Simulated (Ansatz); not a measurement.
# BaZn (Pm-3m): the cell at rest

Wanted: the relaxed cell of BaZn (Pm-3m).

Method: DFT PBEsol, scalar-relativistic, plane waves, PAW; PAW set soft_1, in Ansatz 0.2.0.

## Step 1: Set-up

The structure is cubic, space group Pm-3m (No. 221). The conventional cell has a = 4.079 Å, b = 4.079 Å, c = 4.079 Å, α = 90.00°, β = 90.00°, γ = 90.00°. Nearest to Ba lie 8 Zn at 3.53 Å. Nearest to Zn lie 8 Ba at 3.53 Å. Farther neighbours are not listed.

## Step 2: Probe on a coarse mesh

A quick single point on a coarse mesh tells whether the cell has a gap and how far it is from rest, which sets the k mesh and smearing that follow.

File input.yaml:

```yaml
crystal:
  lattice:
    - [4.07851334, 0.0, 0.0]
    - [0.0, 4.07851334, 0.0]
    - [0.0, 0.0, 4.07851334]
  atoms:
    - { symbol: Ba, position: [0.0, 0.0, 0.0] }
    - { symbol: Zn, position: [0.5, 0.5, 0.5] }
kpoints:
  mp_grid: { grid: [4, 4, 4] }
hamiltonian:
  xc: pbesol
  pseudopotentials: { kind: paw, azcp: { folder: soft_1 }, xc_functional: pbe }
scf:
  occupations: { method: gaussian, width: 0.1 }
output:
  forces: true
  stress: true
  eigenvalues: true
```

Started as:

```
> ansatz run input.yaml --threads 4 --pin off --max-ram 10240MiB --backend cpu --events-out ev --progress --plain --runs-dir out
```

Numbers of over 12 decimals in the logs are rounded to 6 here.

The log of the run:

```text
Engine: ansatz 0.2.0, aarch64-unknown-linux-gnu
Pseudopotentials: kind: paw
Pseudopotential: Ba, paw, valence charge 10, recommended cutoff 420 eV (normal), soft_1/Ba.paw.azcp
Pseudopotential: Zn, paw, valence charge 12, recommended cutoff 420 eV (normal), soft_1/Zn.paw.azcp
Functional definition: PBEsol
  exchange = pbesol_x
  correlation = pbesol_c
Crystal: 2 atoms, lattice volume = 67.843 Å³
[...]
P = ⅓ Tr σ = -1.8500 GPa (-18.500 kbar)
--- Band table (eV; the first three rows and the last of 10) ---
  k-point 0: bands = [... 7 lower, 0.7568, 0.7568, 2.3492, 8.2238, 8.2238, 11.2678, 11.2678, 11.2678]
  k-point 1: bands = [... 7 lower, 0.7580, 0.7595, 3.0944, 7.6104, 8.4799, 10.0543, 10.0543, 10.9556]
  k-point 2: bands = [... 7 lower, 0.7623, 0.7791, 4.4024, 5.7986, 8.8125, 9.3534, 9.3534, 12.5493]
  k-point 9: bands = [... 7 lower, 0.8170, 0.8170, 5.7696, 6.4711, 6.4711, 6.4711, 13.1940, 13.1940]
[key lines of the parts left out:]
SCF converged after 9 iterations
Free energy (F): -9143.896803 eV
Fermi energy:    7.574077 eV
```

The job ended after 0.51 s (4 threads of Arm Neoverse V2, shared host; peak memory 0.3 GiB; 1.4 s of CPU time).

This step gave:

| Quantity | Value |
| --- | --- |
| pressure | -1.850 GPa |
| volume per atom | 33.92 Å³ |
| gap on the k-mesh | 0 eV |

The coarse mesh shows no gap and a pressure of -1.9 GPa.

## Step 3: Relaxation

Harmonic phonons are second derivatives at a point where the forces vanish, and they are wanted at zero stress, so atoms and cell are relaxed first.

input.yaml, as its differences from that of step 2:

```diff
@@ -9,3 +9,3 @@
 kpoints:
-  mp_grid: { grid: [4, 4, 4] }
+  mp_grid: { grid: [10, 10, 10] }
 hamiltonian:
@@ -19 +19,6 @@
   eigenvalues: true
+relax:
+  adjacent_minimum: "off"
+  f_tol: 0.005
+  max_steps: 80
+  cell: { stress_tol: 0.05 }
```

The log of the run:

```text
[...]
Crystal: 2 atoms, lattice volume = 67.843 Å³
Basis set: ecut = 420 eV, 1357 PW (Γ), exchange–correlation on 60×60×60 points (8 copies of the dense FFT grid, shifted against one another)
Bands: 15, of which v1, the nominal top of the filled ones, is band 11 counted from 1 (10 counted from 0)
Symmetry: 48 space group operations
[...]
k-points: 56 of 1000
[...]
SCF iter   1: F=—  HF=-9145.295551 eV  |F-HF|=—  |Δ(HF+E_count)|=         —  Δρ=9.42e-2  dr2=5.64e0  ethr=3.10e-3  ⟨swp⟩=7.8  Hψ=5992  notcnv=0
[...]
SCF iter   9: F=-9143.914749 eV  HF=-9143.914749 eV  |F-HF|=4.48e-8  |Δ(HF+E_count)|=   4.54e-8  Δρ=1.08e-5  dr2=5.05e-8  ethr=4.55e-10  ⟨swp⟩=7.3  Hψ=4703  notcnv=0
SCF 1 converged in 9 iterations: F = -9143.914749 eV  dr2 = 5.05e-8
[...]
relax step   1: F+E_penalty+E_count = -9143.91474891 eV  Δ(F+E_penalty+E_count) = +0.000e0 eV  max|allowed force component| = 2.021e-28 eV/Å  Δτ_max = 0.0000 Å  P = -1.392 GPa  Ω = 67.843 Å³  (9 SCF iters, dr2 threshold 1.00e-7 eV, accepted)
Crystal: 2 atoms, lattice volume = 65.489 Å³
Basis set: ecut = 420 eV, 1309 PW (Γ), exchange–correlation on 60×60×60 points (8 copies of the dense FFT grid, shifted against one another)
[...]
iter 1 solved again at ethr=2.11e-5 eV; its pass at ethr=3.10e-3 eV (dr2=4.65e-3 eV) is discarded
[...]
SCF iter   6: F=-9143.930643 eV  HF=-9143.930643 eV  |F-HF|=6.10e-8  |Δ(HF+E_count)|=   1.63e-6  Δρ=7.31e-6  dr2=1.02e-7  ethr=9.09e-10  ⟨swp⟩=4.5  Hψ=4733  notcnv=0
SCF 2 converged in 6 iterations: F = -9143.930643 eV  dr2 = 1.02e-7
relax step   2: F+E_penalty+E_count = -9143.93064303 eV  Δ(F+E_penalty+E_count) = -1.589e-2 eV  max|allowed force component| = 3.017e-29 eV/Å  Δτ_max = 0.0000 Å  P = -0.692 GPa  Ω = 65.489 Å³  energy of the carried Pulay correction = +4.137e-4 eV  (6 SCF iters, dr2 threshold 2.00e-7 eV, accepted)
Crystal: 2 atoms, lattice volume = 63.316 Å³
Basis set: ecut = 420 eV, 1237 PW (Γ), exchange–correlation on 60×60×60 points (8 copies of the dense FFT grid, shifted against one another)
[...]
SCF iter   6: F=-9143.935300 eV  HF=-9143.935300 eV  |F-HF|=8.03e-8  |Δ(HF+E_count)|=   1.77e-6  Δρ=7.98e-6  dr2=1.22e-7  ethr=9.09e-10  ⟨swp⟩=4.6  Hψ=4744  notcnv=0
SCF 3 converged in 6 iterations: F = -9143.935300 eV  dr2 = 1.22e-7
relax step   3: F+E_penalty+E_count = -9143.93529958 eV  Δ(F+E_penalty+E_count) = -4.657e-3 eV  max|allowed force component| = 1.249e-29 eV/Å  Δτ_max = 0.0000 Å  P = +0.088 GPa  Ω = 63.316 Å³  energy of the carried Pulay correction = +8.144e-4 eV  (6 SCF iters, dr2 threshold 2.00e-7 eV, accepted)
[...]
relax step   4: F+E_penalty+E_count = -9143.93531622 eV  Δ(F+E_penalty+E_count) = -1.664e-5 eV  max|allowed force component| = 1.055e-29 eV/Å  Δτ_max = 0.0000 Å  P = -0.005 GPa  Ω = 63.554 Å³  energy of the carried Pulay correction = +7.696e-4 eV  (6 SCF iters, dr2 threshold 1.93e-8 eV, accepted)
Basis set: ecut = 420 eV, 1237 PW (Γ), exchange–correlation on 54×54×54 points (8 copies of the dense FFT grid, shifted against one another)
[...]
SCF iter   1: F=—  HF=-9143.934560 eV  |F-HF|=—  |Δ(HF+E_count)|=         —  Δρ=1.07e-4  dr2=2.67e-6  ethr=6.13e-6  ⟨swp⟩=2.3  Hψ=7433  notcnv=0
eigensolver tolerance schedule: the retry pair's looser diagonalisation over-reported the residual by 503.27 of it (diagonalisation noise at 356.27 of the residual, at the tolerance the schedule requests for it); recorded, not acted on — ethr = c·dr2/N_el stays at c = 1.0e-1
[...]
SCF iter   2: F=—  HF=-9143.934545 eV  |F-HF|=—  |Δ(HF+E_count)|=   1.51e-5  Δρ=1.50e-4  dr2=6.71e-6  ethr=1.22e-8  ⟨swp⟩=2.3  Hψ=1464  notcnv=0
[...]
SCF iter   7: F=-9143.934545 eV  HF=-9143.934545 eV  |F-HF|=1.82e-12  |Δ(HF+E_count)|=    0.00e0  Δρ=4.24e-8  dr2=2.14e-12  ethr=1.00e-12  ⟨swp⟩=4.3  Hψ=4273  notcnv=0
SCF 5 converged in 7 iterations: F = -9143.934545 eV  dr2 = 2.14e-12
relax step   5: F+E_penalty+E_count = -9143.93454462 eV  Δ(F+E_penalty+E_count) = +7.716e-4 eV  max|allowed force component| = 3.205e-30 eV/Å  Δτ_max = 0.0000 Å  P = -0.005 GPa  Ω = 63.554 Å³  stress off target by 5.38e-3 GPa  SCF on the basis re-selected at this cell (its energy is not comparable with the rows above)  (7 SCF iters)
basis re-selected at this cell: Δ(F+E_penalty+E_count) = +7.716e-4 eV, ΔP = -0.001 GPa vs the last step (what re-selecting the basis moved, of the pressure what is left beyond the Pulay correction that the steps carried, after the strain that the cell walked since its last selection, with what the two solves' SCF thresholds leave and, on support functions, any second-order correction that the steps lacked; it is no measure of the basis error at this ecutwfc). The dense FFT grid was sized anew with the basis: this SCF ran on 27×27×27 points, the steps before it on 30×30×30, so part of this shift can come from that change (see relax.cell in the input reference). [rest of the remark cut]
SCF converged after 7 iterations
Free energy (F): -9143.934545 eV
[...]
Internal energy: -9143.926248 eV  (E = F + TS)
E sigma→0 (E₀):  -9143.930396 eV
Entropy (-TS):   -0.008297 eV (-4.149 meV/atom)
Fermi energy:    8.287012 eV
[...]
--- Stress (GPa, compression-positive) ---
       -0.005375      -0.000000       0.000000
       -0.000000      -0.005375      -0.000000
        0.000000      -0.000000      -0.005375
  P = ⅓ Tr σ = -0.0054 GPa (-0.054 kbar)
--- Band table (eV; the first three rows and the last of 56) ---
  k-point 0: bands = [... 7 lower, 1.3939, 1.3939, 2.8794, 8.8312, 8.8312, 12.1061, 12.1061, 12.1061]
  k-point 1: bands = [... 7 lower, 1.3944, 1.3945, 3.0234, 8.8585, 8.8776, 11.7403, 11.7403, 11.7554]
  k-point 2: bands = [... 7 lower, 1.3960, 1.3961, 3.4217, 8.6392, 9.0081, 11.1007, 11.1007, 11.5374]
  k-point 55: bands = [... 7 lower, 1.4636, 1.4636, 6.4995, 6.9822, 6.9822, 6.9822, 14.2051, 14.2051]
--- Relaxed structure (4 steps of the walk, 4 accepted, 1 SCFs on fresh bases) ---
  F+E_penalty+E_count = -9143.93454462 eV   max|allowed force component| = 3.205e-30 eV/Å   (the final SCF, on the basis selected at the relaxed cell)
  cell:  # Å, volume = 63.5538 Å³
    - [3.990683, 0, 0]
    - [0, 3.990683, 0]
    - [0, 0, 3.990683]
  atoms:
    - { symbol: Ba, position: [0, 0, 0] }
    - { symbol: Zn, position: [0.5, 0.5, 0.5] }
```

Wall time 5.6 s (4 threads); peak memory 0.38 GiB; 20 s of CPU time.

Relaxation path:

| step | energy less that of the first step (eV) | largest force component (eV/Å) | pressure (GPa) | volume (Å³) |
| --- | --- | --- | --- | --- |
| 1 | 0.0000 | 0.0000 | -1.39 | 67.84 |
| 2 | -0.0159 | 0.0000 | -0.69 | 65.49 |
| 3 | -0.0206 | 0.0000 | 0.09 | 63.32 |
| 4 | -0.0206 | 0.0000 | 0.00 | 63.55 |
| 5* | -0.0198 | 0.0000 | -0.01 | 63.55 |

Relaxation steps marked * repeat the geometry before them on a plane-wave basis chosen anew for their cell, so energy and pressure can jump there.

The run keeps the 48 symmetry operations that it works with, so distortions that break them were not tested.

| conventional cell, symmetrised | before | after | change |
| --- | --- | --- | --- |
| a (Å) | 4.079 | 3.991 | -2.2 % |
| b (Å) | 4.079 | 3.991 | -2.2 % |
| c (Å) | 4.079 | 3.991 | -2.2 % |
| volume (Å³/atom) | 33.92 | 31.78 | -6.3 % |

Final coordinates:

```
Ba Zn
1.0
     3.99068    0.00000    0.00000
     0.00000    3.99068    0.00000
     0.00000    0.00000    3.99068
Ba Zn
1 1
Direct
  0.00000 0.00000 0.00000
  0.50000 0.50000 0.50000
```

This step gave:

```
pressure        : -0.005375 GPa
volume per atom : 31.78 Å³
```

In this step the volume went from 33.92 to 31.78 Å³/atom.

## Step 4: Relaxing to small forces for the phonons

Phonons need a cell at rest on their own settings, so the relaxation is repeated with tight tolerances on forces and stress, using the mesh and the filling of the phonon run that follows.

input.yaml, the sections that differ from step 3:

```yaml
crystal:
  lattice:
    - [3.9906826975, 0.0, 0.0]
    - [0.0, 3.9906826975, 0.0]
    - [0.0, 0.0, 3.9906826975]
  atoms:
    - { symbol: Ba, position: [0.0, 0.0, 0.0] }
    - { symbol: Zn, position: [0.5, 0.5, 0.5] }
kpoints:
  mp_grid: { grid: [12, 12, 12] }
scf:
  occupations: { method: methfessel_paxton, width: 0.2 }
relax:
  adjacent_minimum: "off"
  f_tol: 0.001
  max_steps: 60
  cell: { stress_tol: 0.01 }
# hamiltonian, output: as in step 3
```

The log of the run:

```text
[...]
Crystal: 2 atoms, lattice volume = 63.554 Å³
Basis set: ecut = 420 eV, 1237 PW (Γ), exchange–correlation on 54×54×54 points (8 copies of the dense FFT grid, shifted against one another)
Bands: 15, of which v1, the nominal top of the filled ones, is band 11 counted from 1 (10 counted from 0)
[... 1 set-up line as in the run before ...]
[...]
k-points: 84 of 1728
[...]
k-point 83: bands = [... 7 lower, 1.4601, 1.4601, 6.4977, 6.9818, 6.9818, 6.9818, 14.2052, 14.2052]
--- Relaxed structure (1 steps of the walk, 1 accepted, 1 SCFs on fresh bases) ---
[...]
cell:  # Å, volume = 63.5538 Å³
    - [3.9906826975, 0.0, 0.0]
    - [0.0, 3.9906826975, 0.0]
    - [0.0, 0.0, 3.9906826975]
  atoms:
    - { symbol: Ba, position: [0.0, 0.0, 0.0] }
    - { symbol: Zn, position: [0.500000, 0.500000, 0.500000] }
[key lines of the parts left out:]
SCF converged after 7 iterations
Free energy (F): -9143.929819 eV
Fermi energy:    8.330175 eV
P = ⅓ Tr σ = -0.0031 GPa (-0.031 kbar)
```

Wall time 3.5 s (4 threads); peak memory 0.39 GiB; 13 s of CPU time.

Little changed from the start: no atom moved by 0.005 Å and no cell edge by 0.1 %.

Numbers from this step:

```
pressure : -0.003079 GPa
```

The forces vanish by symmetry and the pressure is -0.003 GPa, within the tolerances set. The cell now holds 31.78 Å³/atom.

## Step 5: What came out

| Item | Value |
| --- | --- |
| space group after relaxation (within 0.01 Å) | Pm-3m |
| lattice constant a | 3.991 Å |
| lattice constant b | 3.991 Å |
| lattice constant c | 3.991 Å |
| volume per atom | 31.8 Å³ |

**Reading.** The forces vanish by symmetry and the pressure is -0.003 GPa, within the tolerances set. The cell now holds 31.78 Å³/atom. The relaxation keeps the symmetry of its start, so it says nothing on stability against lower symmetry. Spin-orbit coupling is left out, which can matter for the heavy elements here. The PAW files were made for PBE and serve the other functionals too.

[Logs are printed without paths, hosts, clocks, repeated set-up lines and the standing remarks that a program may print on its own settings, such as how far it seeks lower states.]

[Hosts, paths, dates, database ids (printed as entryN), source tags and the programs' standing remarks are cut or masked in the printed files.]
